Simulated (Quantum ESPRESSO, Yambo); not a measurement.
# Diamond (Fd-3m, 2 atoms a cell): G0W0 in Yambo against the bands

Aim: move the bands of a G0W0 run on Diamond (Fd-3m, 2 atoms a cell) over a wide range.

Method: PBE and many-body steps on it, plane waves, in Yambo 5.3.0.

## (1) The starting structure

The structure is cubic, space group Fd-3m (No. 227). The conventional cell has a = 3.567 Å, b = 3.567 Å, c = 3.567 Å, α = 90.00°, β = 90.00°, γ = 90.00°. C has 4 C at 1.54 Å nearest.

As a file:

```cif
data_structure
_symmetry_space_group_name_H-M 'Fd-3m:1'
_symmetry_Int_Tables_number 227
_cell_length_a 3.5667
_cell_length_b 3.5667
_cell_length_c 3.5667
_cell_angle_alpha 90.000
_cell_angle_beta 90.000
_cell_angle_gamma 90.000
_cell_volume 45.37
loop_
_atom_site_label
_atom_site_type_symbol
_atom_site_symmetry_multiplicity
_atom_site_Wyckoff_symbol
_atom_site_fract_x
_atom_site_fract_y
_atom_site_fract_z
_atom_site_occupancy
C1 C 8 b 0.00000 0.00000 0.50000 1
```

The cell and positions come from the Crystallography Open Database and are kept as given unless a step says otherwise.

## (2) 12 bands

This step: Yambo 5.3.0; G0W0 on PBE, plane waves, norm-conserving pseudopotentials.

Now the one-shot GW correction: screening in the RPA, then the self-energy of the levels asked for.

File gw1.in:

```
HF_and_locXC
gw0
dyson
ppa
em1d
rim_cut
RandQpts= 1000000
RandGvec= 1 RL
EXXRLvcs= 74 Ry
VXCRLvcs= 296 Ry
Chimod= "HARTREE"
% BndsRnXp
 1 | 12 |
%
NGsBlkXp= 15.5 Ry
% LongDrXp
 1 | 1 | 1 |
%
% GbndRnge
 1 | 12 |
%
DysSolver= "n"
ExtendOut
PPAPntXp= 27.21138 eV
% QPkrange
 1 | 1 | 3 | 6 |
 10 | 10 | 3 | 6 |
%
```

The run is started by

```bash
OMP_NUM_THREADS=1 mpirun -n 4 yambo -F gw1.in -J gw1 -C gw1 > gw1.log
```

The log of the run:

```text
 Yambo, version 5.3.0

 [02] CORE Variables Setup
 =========================

  [... cell, symmetries and grids as in the set-up ...]

  [02.05] Energies & Occupations
  ==============================

  [X] === General ===
  [X] Electronic Temperature                        :  0.000000  0.000000 [eV K]
  [X] Bosonic    Temperature                        :  0.000000  0.000000 [eV K]
  [X] Finite Temperature mode                       : no
  [X] El. density                                   :  0.70524E+24 [cm-3]
  [X] Fermi Level                                   :  13.35851 [eV]

  [X] === Gaps and Widths ===
  [X] Conduction Band Min                           :  4.207157 [eV]
  [X] Valence Band Max                              :  0.000000 [eV]
  [X] Filled Bands                                  :   4
  [X] Empty Bands                                   :    5  137
  [X] Direct Gap                                    :  5.625541 [eV]
  [X] Direct Gap localized at k                     :  1
  [X] Indirect Gap                                  :  4.207157 [eV]
  [X] Indirect Gap between kpts                     :   1  10
  [X] Last valence band width                       :  7.820920 [eV]
  [X] 1st conduction band width                     :  4.646056 [eV]

 [03] Transferred momenta grid and indexing
 ==========================================

 IBZ Q-points                                      :  16
 BZ  Q-points                                      :  216

 K/Q-points units:
 rlu = crystal or reduced units; cc = cartesian coordinates; iku = interal k-units

 Q [ 1]         [rlu]:  0.000000  0.000000  0.000000
 Q [ 2]         [rlu]:  0.39018E-17  0.39018E-17  0.16667
 Q [ 3]         [rlu]:  0.78036E-17  0.78036E-17  0.33333
 Q [ 4]         [rlu]:  0.84430E-16  0.84430E-16 -0.50000
 Q [ 5]         [rlu]:  0.86948E-19  0.16667      0.16667
 Q [ 6]         [rlu]:  0.39018E-17  0.16667      0.33333
 Q [ 7]         [rlu]: -0.95144E-16  0.16667      0.50000
 Q [ 8]         [rlu]:  0.84430E-16  0.16667     -0.33333
 Q [ 9]         [rlu]: -0.37578E-16  0.16667     -0.16667
 Q [10]         [rlu]:  0.17390E-18  0.33333      0.33333
     [... 4 further rows ...]
 Q [15]         [rlu]:  0.166667  0.333333 -0.333333
 Q [16]         [rlu]:  0.166667 -0.500000 -0.333333

 [04] Coloumb potential Random Integration (RIM)
 ===============================================

  [04.01] RIM initialization
  ==========================

  * Diagonal components only detected *

  8 x (sBL volume)        :  0.120012 [a.u.]
  sBZ random points       :  1000000
  Points outside the sBZ  :   7968281
  RL volume               :  3.240325 [a.u.]
  Integrated volume       :  3.253224 [a.u.]

  [04.02] RIM integrals
  =====================

  Gamma point sphere radius             :  0.089473 [a.u.]
  Points outside the sphere             :   800476
  [Int_sBZ(q=0) 1/q^2]*(Vol_sBZ)^(-1/3) =:  7.776341
                                 should be <:  7.795600

  Summary of Coulomb integrals for non-metallic bands |Q|[au] RIM/Bare

  Q [1] 0.100000E-4 0.997530 * Q [2] 0.269103 1.067779
  Q [5] 0.310734 1.066842 * Q [9] 0.439444 1.030576
  Q [6] 0.515293 1.022482 * Q [3] 0.538206 1.020007
  Q [10] 0.621467 1.016898 * Q [8] 0.677228 1.015050
  Q [14] 0.694822 1.013869 * Q [7] 0.761139 1.011980
  Q [11] 0.807310 1.011262 * Q [4] 0.807310 1.011769
  Q [12] 0.878888 1.010572 * Q [15] 0.919163 1.010060
  Q [13] 0.932201 1.009835 * Q [16] 0.982626 1.009137

 [WARNING] [Xp] User bands 1-12 break level degeneracy

 [05] Dipoles
 ============

  [05.01] Setup: observables and procedures
  =========================================

 [06] Dynamic Dielectric Matrix (PPA)
 ====================================

 [WR./gw1//ndb.pp]---------------------------------------------------------------
  Brillouin Zone Q/K grids (IBZ/BZ)                :   16  216   16  216
  RL vectors                                       :  1211 [WF]
  Coulomb cutoff potential                         : none
  Electronic Temperature                           :  0.000000 [K]
  Bosonic    Temperature                           :  0.000000 [K]
  PPA    diel. fun.  energies                      : Perdew, Burke & Ernzerhof(X)+Perdew, Burke & Ernzerhof(C)
  wavefunctions                                    : Perdew, Burke & Ernzerhof(X)+Perdew, Burke & Ernzerhof(C)
  Global Gauge                                     : length
  X matrix size                                    :   89
  X band range                                     :   1  12
  X e/h energy range                               : -1.000000 -1.000000 [eV]
  X Time ordering                                  : R
  X Hxc Kernel                                     : HARTREE
  X Drude frequency                                :  0.000000  0.000000
  X poles                                          :  100.0000 [o/o]
  RL vectors in the sum                            :  1211
  [r,Vnl] included                                 : yes
  Field direction                                  :  0.577350E-5  0.577350E-5  0.577350E-5
  BZ energy Double Grid                            : no
  BZ energy DbGd points                            : 0
  BZ Q point size factor                           : -1.000000
  X Optical Averaged directions                    : none

 [07] Local Exchange-Correlation + Non-Local Fock
 ================================================

 [VXC] Plane waves :   6615
 [EXS] Plane waves :   893

 QP @ state[ 1 ] K range:  1  1
 QP @ state[ 1 ] b range:   3   6
 QP @ state[ 2 ] K range:  10  10
 QP @ state[ 2 ] b range:   3   6

 [xc] Functional : Perdew, Burke & Ernzerhof(X)+Perdew, Burke & Ernzerhof(C)
 [xc] LIBXC used to calculate xc functional
  PP Number of Atomic Species                      :  1
  NLCC RL compoments                               :   6615
  PP Number of Atomic Species                      :  1
  NLCC RL compoments                               :   6615

 [xc] E_xc :  -3.558879 [Ha]
      E_xc :  -7.117758 [Ry]

  Local XC kind (lXC) : Perdew, Burke & Ernzerhof(X)+Perdew, Burke & Ernzerhof(C)
  Non-Local XC kind (nlXC) : Hartree-Fock

  Corrections @ K [1] :  [eV]
 <3|nlXC|3> = -19.24097  0.55731E-17 <3|lXC|3> = -16.96357  0.18882E-15
 <4|nlXC|4> = -19.24097 -0.77914E-17 <4|lXC|4> = -16.96357 -0.47204E-16
 <5|nlXC|5> = -9.555500 -0.45186E-17 <5|lXC|5> = -15.64322 -0.47204E-16
 <6|nlXC|6> = -9.555684  0.70558E-17 <6|lXC|6> = -15.64322 -0.18882E-15

  Corrections @ K [10] :  [eV]
 <3|nlXC|3> = -20.28400  0.10674E-16 <3|lXC|3> = -16.01136  0.23602E-16
 <4|nlXC|4> = -20.28354 -0.66310E-17 <4|lXC|4> = -16.01136  0.94408E-16
 <5|nlXC|5> = -8.855406  0.23014E-17 <5|lXC|5> = -14.28280 -0.94408E-16
 <6|nlXC|6> = -7.081380  0.15535E-17 <6|lXC|6> = -13.23071 -0.47204E-16

 [08] Dyson equation: Newton solver
 ==================================

  [08.01] G0W0 (W PPA)
  ====================

  [  GW  ] Bands range     :   1  12
  [GW/PPA] G damping       :  0.100000 [eV]

  QP @ state[ 1 ] K range:  1  1
  QP @ state[ 1 ] b range:   3   6
  QP @ state[ 2 ] K range:  10  10
  QP @ state[ 2 ] b range:   3   6

   Sc/G bands                                       :   1  12
   Sc/G damping                                     :  0.100000 ev
   Sc bands terminator                              : no
   Sx RL components                                 :   893

   QP @ state[ 1 ] K range                          :  1  1
   QP @ state[ 1 ] b range                          :   3   6
   QP @ state[ 2 ] K range                          :  10  10
   QP @ state[ 2 ] b range                          :   3   6
   GF energies kind                                 : Perdew, Burke & Ernzerhof(X)+Perdew, Burke & Ernzerhof(C)
   GF WF`s kind                                     : Perdew, Burke & Ernzerhof(X)+Perdew, Burke & Ernzerhof(C)
   Xs energies kind                                 : Perdew, Burke & Ernzerhof(X)+Perdew, Burke & Ernzerhof(C)
   Xs WF`s kind                                     : Perdew, Burke & Ernzerhof(X)+Perdew, Burke & Ernzerhof(C)

 [11] Game Over & Game summary
```

Elapsed: 6.5 s, on 4 MPI ranks of Arm Neoverse V1, shared host; peak memory 1.1 GiB; 22 s of CPU time.

Numbers from this step:

| Item | Value |
| --- | --- |
| G0W0 gap on the points computed | 5.543 eV |
| starting gap on the mesh | 4.207 eV |
| k of the valence top | 0, 0, 0 |
| k of the conduction bottom | 0, 0.3333, 0.3333 |
| least direct G0W0 gap on the computed points | 7.567 eV |
| Z at the valence top | 0.8384 |
| Z at the conduction bottom | 0.8478 |

The gap on the mesh goes from 4.21 eV to 5.54 eV, a correction of +1.34 eV.

## (3) 20 bands

gw2.in, as its differences from gw1.in of step 2:

```diff
@@ -12,3 +12,3 @@
 % BndsRnXp
- 1 | 12 |
+ 1 | 20 |
 %
@@ -19,3 +19,3 @@
 % GbndRnge
- 1 | 12 |
+ 1 | 20 |
 %
```

The run is started by

```bash
OMP_NUM_THREADS=1 mpirun -n 4 yambo -F gw2.in -J gw2 -C gw2 > gw2.log
```

The log of the run:

```text
 Yambo, version 5.3.0

 [02] CORE Variables Setup
 =========================

  [... cell, symmetries and grids as in the set-up ...]

  [02.05] Energies & Occupations
  ==============================

  [X] === General ===
  [X] Electronic Temperature                        :  0.000000  0.000000 [eV K]
  [X] Bosonic    Temperature                        :  0.000000  0.000000 [eV K]
  [X] Finite Temperature mode                       : no
  [X] El. density                                   :  0.70524E+24 [cm-3]
  [X] Fermi Level                                   :  13.35851 [eV]

  [X] === Gaps and Widths ===
  [X] Conduction Band Min                           :  4.207157 [eV]
  [X] Valence Band Max                              :  0.000000 [eV]
  [X] Filled Bands                                  :   4
  [X] Empty Bands                                   :    5  137
  [X] Direct Gap                                    :  5.625541 [eV]
  [X] Direct Gap localized at k                     :  1
  [X] Indirect Gap                                  :  4.207157 [eV]
  [X] Indirect Gap between kpts                     :   1  10
  [X] Last valence band width                       :  7.820920 [eV]
  [X] 1st conduction band width                     :  4.646056 [eV]

 [03] Transferred momenta grid and indexing
 ==========================================

 IBZ Q-points                                      :  16
 BZ  Q-points                                      :  216

 K/Q-points units:
 rlu = crystal or reduced units; cc = cartesian coordinates; iku = interal k-units

 Q [ 1]         [rlu]:  0.000000  0.000000  0.000000
 Q [ 2]         [rlu]:  0.39018E-17  0.39018E-17  0.16667
 Q [ 3]         [rlu]:  0.78036E-17  0.78036E-17  0.33333
[...]
NLCC RL compoments                               :   6615
  PP Number of Atomic Species                      :  1
  NLCC RL compoments                               :   6615

 [xc] E_xc :  -3.558879 [Ha]
      E_xc :  -7.117758 [Ry]

  Local XC kind (lXC) : Perdew, Burke & Ernzerhof(X)+Perdew, Burke & Ernzerhof(C)
  Non-Local XC kind (nlXC) : Hartree-Fock

  Corrections @ K [1] :  [eV]
 <3|nlXC|3> = -19.24097  0.55731E-17 <3|lXC|3> = -16.96357  0.18882E-15
 <4|nlXC|4> = -19.24097 -0.77914E-17 <4|lXC|4> = -16.96357 -0.47204E-16
 <5|nlXC|5> = -9.555500 -0.45186E-17 <5|lXC|5> = -15.64322 -0.47204E-16
[...]
Corrections @ K [10] :  [eV]
[...]
<5|nlXC|5> = -8.855406  0.23014E-17 <5|lXC|5> = -14.28280 -0.94408E-16
 <6|nlXC|6> = -7.081380  0.15535E-17 <6|lXC|6> = -13.23071 -0.47204E-16

 [08] Dyson equation: Newton solver
 ==================================

  [08.01] G0W0 (W PPA)
  ====================

  [  GW  ] Bands range     :   1  20
  [GW/PPA] G damping       :  0.100000 [eV]

  QP @ state[ 1 ] K range:  1  1
  QP @ state[ 1 ] b range:   3   6
  QP @ state[ 2 ] K range:  10  10
  QP @ state[ 2 ] b range:   3   6

   Sc/G bands                                       :   1  20
   Sc/G damping                                     :  0.100000 ev
   Sc bands terminator                              : no
   Sx RL components                                 :   893

   QP @ state[ 1 ] K range                          :  1  1
   QP @ state[ 1 ] b range                          :   3   6
   QP @ state[ 2 ] K range                          :  10  10
   QP @ state[ 2 ] b range                          :   3   6
   GF energies kind                                 : Perdew, Burke & Ernzerhof(X)+Perdew, Burke & Ernzerhof(C)
   GF WF`s kind                                     : Perdew, Burke & Ernzerhof(X)+Perdew, Burke & Ernzerhof(C)
   Xs energies kind                                 : Perdew, Burke & Ernzerhof(X)+Perdew, Burke & Ernzerhof(C)
   Xs WF`s kind                                     : Perdew, Burke & Ernzerhof(X)+Perdew, Burke & Ernzerhof(C)

 [11] Game Over & Game summary
```

It took 9 s on 4 MPI ranks; peak memory 1.1 GiB; 32 s of CPU time.

This step gave:

- G0W0 gap on the points computed: 5.483 eV
- starting gap on the mesh: 4.207 eV
- k of the valence top: 0, 0, 0
- k of the conduction bottom: 0, 0.3333, 0.3333
- least direct G0W0 gap on the computed points: 7.440 eV
- Z at the valence top: 0.8347
- Z at the conduction bottom: 0.8437

Against the run before, the gap moves by −0.060 eV.

## (4) 37 bands

gw3.in, as its differences from gw2.in of step 3:

```diff
@@ -12,3 +12,3 @@
 % BndsRnXp
- 1 | 20 |
+ 1 | 37 |
 %
@@ -19,3 +19,3 @@
 % GbndRnge
- 1 | 20 |
+ 1 | 37 |
 %
```

The run is started by

```bash
OMP_NUM_THREADS=1 mpirun -n 4 yambo -F gw3.in -J gw3 -C gw3 > gw3.log
```

The log of the run:

```text
 Yambo, version 5.3.0

 [02] CORE Variables Setup
 =========================

  [... cell, symmetries and grids as in the set-up ...]

  [02.05] Energies & Occupations
  ==============================

  [X] === General ===
  [X] Electronic Temperature                        :  0.000000  0.000000 [eV K]
  [X] Bosonic    Temperature                        :  0.000000  0.000000 [eV K]
  [X] Finite Temperature mode                       : no
  [X] El. density                                   :  0.70524E+24 [cm-3]
[...]
QP @ state[ 1 ] b range                          :   3   6
   QP @ state[ 2 ] K range                          :  10  10
   QP @ state[ 2 ] b range                          :   3   6
   GF energies kind                                 : Perdew, Burke & Ernzerhof(X)+Perdew, Burke & Ernzerhof(C)
   GF WF`s kind                                     : Perdew, Burke & Ernzerhof(X)+Perdew, Burke & Ernzerhof(C)
   Xs energies kind                                 : Perdew, Burke & Ernzerhof(X)+Perdew, Burke & Ernzerhof(C)
   Xs WF`s kind                                     : Perdew, Burke & Ernzerhof(X)+Perdew, Burke & Ernzerhof(C)

 [11] Game Over & Game summary
```

It took 14 s on 4 MPI ranks; peak memory 1 GiB.

Numbers from this step:

- G0W0 gap on the points computed: 5.478 eV
- starting gap on the mesh: 4.207 eV
- k of the valence top: 0, 0, 0
- k of the conduction bottom: 0, 0.3333, 0.3333
- least direct G0W0 gap on the computed points: 7.378 eV

Against the run before, the gap moves by −0.005 eV.

(Continued in part 2 of 2.)

[Paths, hosts, dates, memory and timing lines, banners, echoed tables and standing remarks are left out of the program output.]

[Logs are printed without paths, hosts, clocks, repeated set-up lines and the standing remarks that a program may print on its own settings, such as how far it seeks lower states.]

[Runs of the session that timed out or met a known fault of the program may be left out.]

[Hosts, paths, dates, database ids (printed as entryN), source tags and the programs' standing remarks are cut or masked in the printed files.]
